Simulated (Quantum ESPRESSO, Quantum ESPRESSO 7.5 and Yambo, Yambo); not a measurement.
**Quasiparticle gap of PtSe2 (1T monolayer) in Yambo**

Wanted: ground state, empty states, screening and self-energy for PtSe2 (1T monolayer).

Program: Quantum ESPRESSO 7.5 and Yambo 5.3.0. Level of theory: PBE and many-body steps on it, plane waves. Results are calculated unless marked as measured.

**What was measured.**

- Gap 1.9 ± 0.05 eV: quasiparticle gap from STS, domains aligned with graphene; scanning tunneling spectroscopy; 8.5 K; monolayer (MBE-grown monolayer on epitaxial bilayer graphene, twist angle near 0 deg) on bilayer graphene on SiC(0001) (“Angular dependence of the interlayer coupling at the interface between two dimensional materials 1T-PtSe2 and graphene”, 2023, arxiv:2311.08165).

- Gap 2 ± 0.1 eV: quasiparticle gap of the first layer from STS; scanning tunnelling spectroscopy; 77 K; monolayer (MBE-grown first layer on HOPG) on HOPG (“Precise Layer-Dependent Electronic Structure of MBE-Grown PtSe2”, 2021, arxiv:2105.03334).

- Gap 1.95 ± 0.05 eV: quasiparticle gap of 1 ML from STS, average over islands; scanning tunnelling spectroscopy; monolayer (MBE-grown monolayer islands on bilayer graphene) on bilayer graphene on SiC(0001) (“Atomic-layer controlled THz Spintronic emission from Epitaxially grown Two dimensional PtSe2/ferromagnet heterostructures”, 2023, arxiv:2305.06895).

## 1. The structure

The cell holds 3 atoms: 1 Pt and 2 Se. Its edges and angles: a = 3.853 Å, b = 3.853 Å, c = 15.000 Å, α = 90.0°, β = 90.0°, γ = 120.0°. It derives from  ([{'formula': 'PtSe2', 'spacegroup': 164, 'source': 'prototype of the bulk crystal'}]). Vacuum lies along c.

The start is a generated structure, not a measured one. Spin-orbit coupling is left out unless a step names it.

## 2. Relaxation

This step: Quantum ESPRESSO 7.5; DFT, PBE, plane waves, norm-conserving pseudopotentials.

A relaxation at this level of theory: leftover forces would pass straight into the levels.

Input file pw.in:

```
&control
  calculation = 'vc-relax'
  prefix = 'x'
  outdir = 'o'
  pseudo_dir = 'pseudo'
  forc_conv_thr = 4e-4
  nstep = 60
/
&system
  ibrav = 0
  nat = 3
  ntyp = 2
  ecutwfc = 98.89999999999999
  nbnd = 30
  force_symmorphic = .true.
  occupations = 'smearing'
  smearing = 'fd'
  degauss = 0.002
/
&electrons
  conv_thr = 1e-9
  electron_maxstep = 80
  mixing_beta = 0.5
/
&ions
/
&cell
  press_conv_thr = 0.3
  cell_dofree = '2Dxy'
/
ATOMIC_SPECIES
  Pt 195.08 Pt.upf
  Se 78.971 Se.upf
CELL_PARAMETERS angstrom
  3.8527425800 0.0000000000 0.0000000000
  -1.9263712900 3.3365729485 0.0000000000
  0.0000000000 0.0000000000 15.0000000000
ATOMIC_POSITIONS crystal
  Pt 0.0000000000 0.0000000000 0.5000000000
  Se 0.3333333333 0.6666666667 0.6043677216
  Se 0.6666666667 0.3333333333 0.3956322784
K_POINTS automatic
  6 6 1 0 0 0
```

Launch:

```
$ OMP_NUM_THREADS=1 mpirun -n 8 pw.x -nk 8 -in pw.in > pw.out
```

The log of the run:

```text
Program PWSCF v.7.5 starts

     This program is part of the open-source Quantum ESPRESSO suite
     for quantum simulation of materials; please cite
         "P. Giannozzi et al., J. Phys.:Condens. Matter 21 395502 (2009);
         "P. Giannozzi et al., J. Phys.:Condens. Matter 29 465901 (2017);
         "P. Giannozzi et al., J. Chem. Phys. 152 154105 (2020);
     in publications or presentations arising from this work. More details at
     Message from routine setup:
     using ibrav=0 with symmetry is DISCOURAGED, use correct ibrav instead

     Message from routine divide_et_impera:
     suboptimal parallelization: some nodes have no k-points

     G-vector sticks info

     bravais-lattice index     =            0
     lattice parameter (alat)  =       7.2806  a.u.
     unit-cell volume          =    1301.2432 (a.u.)^3
     number of atoms/cell      =            3
     number of atomic types    =            2
     number of electrons       =        50.00
     number of Kohn-Sham states=           30
     kinetic-energy cutoff     =      98.9000  Ry
     charge density cutoff     =     395.6000  Ry
     scf convergence threshold =      1.0E-09
     mixing beta               =       0.5000
     number of iterations used =            8  plain     mixing
     energy convergence thresh.=      1.0E-04
     force convergence thresh. =      4.0E-04
     press convergence thresh. =      3.0E-01
     Exchange-correlation= PBE
                           (   1   4   3   4   0   0   0)
     nstep                     =           60

     celldm(1)=   7.280628  celldm(2)=   0.000000  celldm(3)=   0.000000
     celldm(4)=   0.000000  celldm(5)=   0.000000  celldm(6)=   0.000000

     crystal axes: (cart. coord. in units of alat)
               a(1) = (   1.000000   0.000000   0.000000 )
               a(2) = (  -0.500000   0.866025   0.000000 )
               a(3) = (   0.000000   0.000000   3.893330 )

     reciprocal axes: (cart. coord. in units 2 pi/alat)
               b(1) = (  1.000000  0.577350 -0.000000 )
               b(2) = (  0.000000  1.154701  0.000000 )
               b(3) = (  0.000000 -0.000000  0.256850 )
     Pseudo is Norm-conserving + core correction, Zval = 18.0
     Generated using ONCVPSP code by D. R. Hamann
     Using radial grid of 1374 points,  8 beta functions with:
     Pseudo is Norm-conserving + core correction, Zval = 16.0
     Generated using ONCVPSP code by D. R. Hamann
     Using radial grid of 1214 points,  6 beta functions with:
     Pt               18.00   195.08000     Pt( 1.00)
     Se               16.00    78.97100     Se( 1.00)

     12 Sym. Ops., with inversion, found

   Cartesian axes

     site n.     atom                  positions (alat units)
[...]
Se               16.00    78.97100     Se( 1.00)

     12 Sym. Ops., with inversion, found

   Cartesian axes

     site n.     atom                  positions (alat units)
         1        Pt     tau(   1) = (   0.0000000   0.0000000   1.9466652  )
         2        Se     tau(   2) = (  -0.0000000   0.5621350   2.2852893  )
         3        Se     tau(   3) = (   0.4868232   0.2810675   1.6080412  )

     number of k points=     7  Fermi-Dirac smearing, width (Ry)=  0.0020
                       cart. coord. in units 2pi/alat
[...]
k(    6) = (   0.1711778   0.4941478   0.0000000), wk =   0.6666667
        k(    7) = (   0.3423557   0.5929774   0.0000000), wk =   0.1111111

     Dense  grid:   163931 G-vectors     FFT dimensions: (  45,  45, 180)

     Initial potential from superposition of free atoms

     starting charge      49.9997, renormalised to      50.0000
     Starting wfcs are   28 randomized atomic wfcs +    2 random wfcs

     per-process dynamical memory:   130.6 Mb

     Self-consistent Calculation

[...]
total energy              =    -746.21545530 Ry
[...]
iteration # 11     ecut=    98.90 Ry     beta= 0.50

     total energy              =    -746.21545530 Ry
     estimated scf accuracy    <          4.0E-11 Ry

     iteration # 12     ecut=    98.90 Ry     beta= 0.50

     End of self-consistent calculation

[...]
k = 0.0000 0.1977 0.0000 ( 20453 PWs)   bands (ev):

[...]
k = 0.0000 0.3953 0.0000 ( 20490 PWs)   bands (ev):

[...]
-46.9562 -46.9561 -46.9554 -46.9547 -46.9385 -46.9384 -12.5877 -11.8573
    -4.8941  -4.2183  -4.0927  -3.3484  -2.5045  -1.8411  -0.9428  -0.4720
[...]
k =-0.0000-0.5930 0.0000 ( 20484 PWs)   bands (ev):

     [... further k-points ...]

     the Fermi energy is     1.2976 ev

!    total energy              =    -746.21545530 Ry
     estimated scf accuracy    <          2.9E-12 Ry
     smearing contrib. (-TS)   =      -0.00000000 Ry
     internal energy E=F+TS    =    -746.21545530 Ry

     The total energy is F=E-TS. E is the sum of the following terms:
     one-electron contribution =   -2187.70106277 Ry
     hartree contribution      =    1088.13702069 Ry
     xc contribution           =    -144.31660736 Ry
     ewald contribution        =     497.66519414 Ry

     convergence has been achieved in  12 iterations

     Forces acting on atoms (cartesian axes, Ry/au):

[...]
atom    2 type  2   force =    -0.00000000   -0.00000000   -0.00017625
     atom    3 type  2   force =    -0.00000000   -0.00000000    0.00017625

     Total force =     0.000249     Total SCF correction =     0.000009

     Computing stress (Cartesian axis) and pressure

          total   stress  (Ry/bohr**3)                   (kbar)     P=       -0.14
[...]
-0.00000000  -0.00000089   0.00000000           -0.00       -0.13        0.00
  -0.00000000  -0.00000000  -0.00000100           -0.00       -0.00       -0.15

     XML data file, charge density, pseudopotentials, collected wavefunctions

=------------------------------------------------------------------------------=
   JOB DONE.
=------------------------------------------------------------------------------=
```

The job ended after 2.2 min (8 MPI ranks of Arm Neoverse V2, shared host; peak memory 1.4 GiB).

Step by step:

```
step  energy less that of the first step (eV)  largest force (eV/Å)  volume (Å³)
   1                                   0.0000                2.4736       192.82
   2                                  -0.3289                2.1140       189.56
   3                                  -0.6207                1.6158       186.05
   4                                  -0.8804                0.6421       180.99
   5                                  -0.9110                0.0574       178.42
   6                                  -0.9140                0.0859       179.22
   7                                  -0.9154                0.1038       179.71
   8                                  -0.9171                0.1015       180.25
   9                                  -0.9192                0.0807       181.06
  10                                  -0.9211                0.0337       182.27
  11                                  -0.9213                0.0045       182.80
  12                                  -0.9210                0.0045       182.80
```

```
cell as run  before  after  change
      a (Å)   3.853  3.751  -2.6 %
      b (Å)   3.853  3.751  -2.6 %
```

The atoms that moved most (Å, along periodic axes as changes of fractional coordinates times the final cell, across vacuum about the mean position):

```
atom     dx     dy      dz  length
 Se2  0.000  0.000  -0.261   0.261
 Se3  0.000  0.000   0.261   0.261
```

Final coordinates:

```xyz
3
Lattice="3.7512 0.0000 0.0000 -1.8756 3.2486 0.0000 0.0000 0.0000 15.0000" Properties=species:S:1:pos:R:3
Pt    0.0000    0.0000    7.5000
Se    0.0000    2.1658    8.8046
Se    1.8756    1.0829    6.1954
```

## 3. Ground state

The ground-state density comes first.

Input file pw.in:

```
&control
  calculation = 'scf'
  prefix = 'x'
  outdir = 'o'
  pseudo_dir = 'pseudo'
  tprnfor = .true.
  tstress = .true.
/
&system
  ibrav = 0
  nat = 3
  ntyp = 2
  ecutwfc = 104.0
  nbnd = 38
  force_symmorphic = .true.
/
&electrons
  conv_thr = 1e-10
  electron_maxstep = 80
  mixing_beta = 0.5
/
ATOMIC_SPECIES
  Pt 195.08 Pt.upf
  Se 78.971 Se.upf
CELL_PARAMETERS angstrom
  3.7512086967 -0.0000000002 0.0000000000
  -1.8756043482 3.2486420263 0.0000000000
  0.0000000000 0.0000000000 15.0000000000
ATOMIC_POSITIONS crystal
  Pt 0.0000000000 0.0000000000 0.5000000000
  Se 0.3333333333 0.6666666667 0.5869754134
  Se 0.6666666667 0.3333333333 0.4130245866
K_POINTS automatic
  9 9 1 0 0 0
```

The log of the run:

```text
[banner, memory and clock lines left out]
Program PWSCF v.7.5 starts

     Message from routine setup:
     using ibrav=0 with symmetry is DISCOURAGED, use correct ibrav instead

     G-vector sticks info

     bravais-lattice index     =            0
     lattice parameter (alat)  =       7.0888  a.u.
     unit-cell volume          =    1233.5619 (a.u.)^3
     number of atoms/cell      =            3
     number of atomic types    =            2
     number of electrons       =        66.00
     number of Kohn-Sham states=           38
     kinetic-energy cutoff     =     104.0000  Ry
     charge density cutoff     =     416.0000  Ry
     scf convergence threshold =      1.0E-10
     mixing beta               =       0.5000
     number of iterations used =            8  plain     mixing
     Exchange-correlation= PBE
                           (   1   4   3   4   0   0   0)

     celldm(1)=   7.088757  celldm(2)=   0.000000  celldm(3)=   0.000000
     celldm(4)=   0.000000  celldm(5)=   0.000000  celldm(6)=   0.000000

     crystal axes: (cart. coord. in units of alat)
               a(1) = (   1.000000  -0.000000   0.000000 )
               a(2) = (  -0.500000   0.866025   0.000000 )
               a(3) = (   0.000000   0.000000   3.998711 )

     reciprocal axes: (cart. coord. in units 2 pi/alat)
               b(1) = (  1.000000  0.577350 -0.000000 )
               b(2) = (  0.000000  1.154701 -0.000000 )
               b(3) = ( -0.000000 -0.000000  0.250081 )
     Pseudo is Norm-conserving + core correction, Zval = 18.0
     Generated using ONCVPSP code by D. R. Hamann
     Using radial grid of 1374 points,  8 beta functions with:
     Pseudo is Norm-conserving + core correction, Zval = 24.0
     Generated using ONCVPSP code by D. R. Hamann
     Using radial grid of 1214 points,  6 beta functions with:
     Pt               18.00   195.08000     Pt( 1.00)
     Se               24.00    78.97100     Se( 1.00)

     12 Sym. Ops., with inversion, found

   Cartesian axes

     site n.     atom                  positions (alat units)
         1        Pt     tau(   1) = (   0.0000000   0.0000000   1.9993556  )
         2        Se     tau(   2) = (  -0.0000000   0.5773503   2.3471451  )
         3        Se     tau(   3) = (   0.5000000   0.2886751   1.6515660  )

     number of k points=    12
                       cart. coord. in units 2pi/alat
        k(    1) = (   0.0000000   0.0000000   0.0000000), wk =   0.0246914
        k(    2) = (   0.0000000   0.1283001   0.0000000), wk =   0.1481481
        k(    3) = (   0.0000000   0.2566001   0.0000000), wk =   0.1481481
        k(    4) = (   0.0000000   0.3849002   0.0000000), wk =   0.1481481
        k(    5) = (   0.0000000   0.5132002   0.0000000), wk =   0.1481481
        k(    6) = (   0.1111111   0.1924501   0.0000000), wk =   0.1481481
        k(    7) = (   0.1111111   0.3207501   0.0000000), wk =   0.2962963
        k(    8) = (   0.1111111   0.4490502   0.0000000), wk =   0.2962963
        k(    9) = (   0.1111111   0.5773503   0.0000000), wk =   0.1481481
        k(   10) = (   0.2222222   0.3849002   0.0000000), wk =   0.1481481
        k(   11) = (   0.2222222   0.5132002   0.0000000), wk =   0.2962963
        k(   12) = (   0.3333333   0.5773503   0.0000000), wk =   0.0493827

     Dense  grid:   176333 G-vectors     FFT dimensions: (  48,  48, 192)

     Initial potential from superposition of free atoms

     starting charge      65.9997, renormalised to      66.0000
     Starting wfcs are   36 randomized atomic wfcs +    2 random wfcs

     per-process dynamical memory:   137.6 Mb

     Self-consistent Calculation

     iteration #  1     ecut=   104.00 Ry     beta= 0.50

     Threshold (ethr) on eigenvalues was too large:
     Diagonalizing with lowered threshold

     total energy              =   -1614.18126236 Ry
     estimated scf accuracy    <       0.31979306 Ry

     iteration #  2     ecut=   104.00 Ry     beta= 0.50

     total energy              =   -1614.23518449 Ry
     estimated scf accuracy    <       0.57636706 Ry

     iteration #  3     ecut=   104.00 Ry     beta= 0.50

     total energy              =   -1614.32208853 Ry
     estimated scf accuracy    <       0.00487890 Ry

     iteration #  4     ecut=   104.00 Ry     beta= 0.50

     total energy              =   -1614.32234869 Ry
     estimated scf accuracy    <       0.00096399 Ry

     iteration #  5     ecut=   104.00 Ry     beta= 0.50

     total energy              =   -1614.32241081 Ry
     estimated scf accuracy    <       0.00001716 Ry

     iteration #  6     ecut=   104.00 Ry     beta= 0.50

     total energy              =   -1614.32241553 Ry
     estimated scf accuracy    <       0.00000352 Ry

     iteration #  7     ecut=   104.00 Ry     beta= 0.50

     total energy              =   -1614.32241647 Ry
     estimated scf accuracy    <       0.00000059 Ry

     iteration #  8     ecut=   104.00 Ry     beta= 0.50

     total energy              =   -1614.32241650 Ry
     estimated scf accuracy    <       0.00000007 Ry

     iteration #  9     ecut=   104.00 Ry     beta= 0.50

     total energy              =   -1614.32241651 Ry
     estimated scf accuracy    <          8.0E-09 Ry

     iteration # 10     ecut=   104.00 Ry     beta= 0.50

     End of self-consistent calculation

          k = 0.0000 0.0000 0.0000 ( 22125 PWs)   bands (ev):

  -207.1274-207.1274-146.6148-146.6148-146.6147-146.6147-146.5687-146.5687
   -97.9356 -52.0852 -52.0852 -52.0081 -46.7891 -46.7891 -46.7876 -46.7876
   -46.7472 -46.7472 -46.7444 -46.7444 -46.7317 -46.7314 -13.3340 -11.5590
    -4.4340  -4.4340  -4.3839  -2.1851  -2.1851  -0.6046   0.0281   0.5605
     0.5605   3.5221   3.5221   4.9117   5.8464   6.0551

          k = 0.0000 0.1283 0.0000 ( 22166 PWs)   bands (ev):

  -207.1274-207.1274-146.6148-146.6148-146.6147-146.6147-146.5687-146.5687
   -97.9356 -52.0862 -52.0855 -52.0080 -46.7890 -46.7890 -46.7878 -46.7876
   -46.7471 -46.7469 -46.7447 -46.7445 -46.7317 -46.7314 -13.2064 -11.5704
    -4.4475  -4.3560  -4.2586  -2.3783  -2.2767  -1.0207   0.2421   0.5027
     0.5544   2.7643   3.3448   5.2673   6.0610   6.4050

          k = 0.0000 0.2566 0.0000 ( 22134 PWs)   bands (ev):

  -207.1274-207.1274-146.6148-146.6148-146.6148-146.6147-146.5687-146.5687
   -97.9356 -52.0887 -52.0862 -52.0078 -46.7888 -46.7886 -46.7882 -46.7876
   -46.7467 -46.7464 -46.7454 -46.7447 -46.7315 -46.7313 -12.8541 -11.6031
    -4.4360  -4.1701  -3.9578  -3.0475  -2.4074  -1.5162   0.1907   0.3294
     0.4558   1.9566   3.1398   5.9230   6.2947   6.6704

          k = 0.0000 0.3849 0.0000 ( 22140 PWs)   bands (ev):

     [... further k-points ...]

     highest occupied, lowest unoccupied level (ev):     0.5605    1.9566

!    total energy              =   -1614.32241652 Ry
     estimated scf accuracy    <          3.4E-11 Ry

     The total energy is the sum of the following terms:
     one-electron contribution =   -4371.14620461 Ry
     hartree contribution      =    2118.60442518 Ry
     xc contribution           =    -162.83942839 Ry
     ewald contribution        =     801.05879131 Ry

     convergence has been achieved in  10 iterations

     Forces acting on atoms (cartesian axes, Ry/au):

     atom    1 type  1   force =     0.00000000    0.00000000    0.00000000
     atom    2 type  2   force =     0.00000000    0.00000000   -0.00038696
     atom    3 type  2   force =     0.00000000    0.00000000    0.00038696

     Total force =     0.000547     Total SCF correction =     0.000113
     SCF correction compared to forces is large: reduce conv_thr to get better values

     Computing stress (Cartesian axis) and pressure

          total   stress  (Ry/bohr**3)                   (kbar)     P=        0.23
   0.00000108   0.00000000   0.00000000            0.16        0.00        0.00
   0.00000000   0.00000108   0.00000000            0.00        0.16        0.00
   0.00000000   0.00000000   0.00000252            0.00        0.00        0.37

     XML data file, charge density, pseudopotentials, collected wavefunctions
```

It took 31 s on 8 MPI ranks; peak memory 1.7 GiB; 4.1 min of CPU time.

Numbers from this step:

```yaml
total_energy: -21963.9754 eV
gap: 1.396 eV
k_of_the_valence_top: 0, 0, 0
k_of_the_conduction_bottom: 0, 0.2222, 0
least_direct_gap: 1.501 eV
pressure: 0.023 GPa
```

The gap is indirect, with the least direct gap 0.10 eV higher.

With these pseudopotential files and this cutoff the stress is not reliable, so the pressure is no result.

(Part 1 of 3 ends here.)

[Paths, hosts, dates, memory and timing lines, banners, echoed tables and standing remarks are left out of the program output.]

[Logs are printed without paths, hosts, clocks, repeated set-up lines and the standing remarks that a program may print on its own settings, such as how far it seeks lower states.]

[Runs of the session that timed out or met a known fault of the program may be left out.]

[Hosts, paths, dates, database ids (printed as entryN), source tags and the programs' standing remarks are cut or masked in the printed files.]
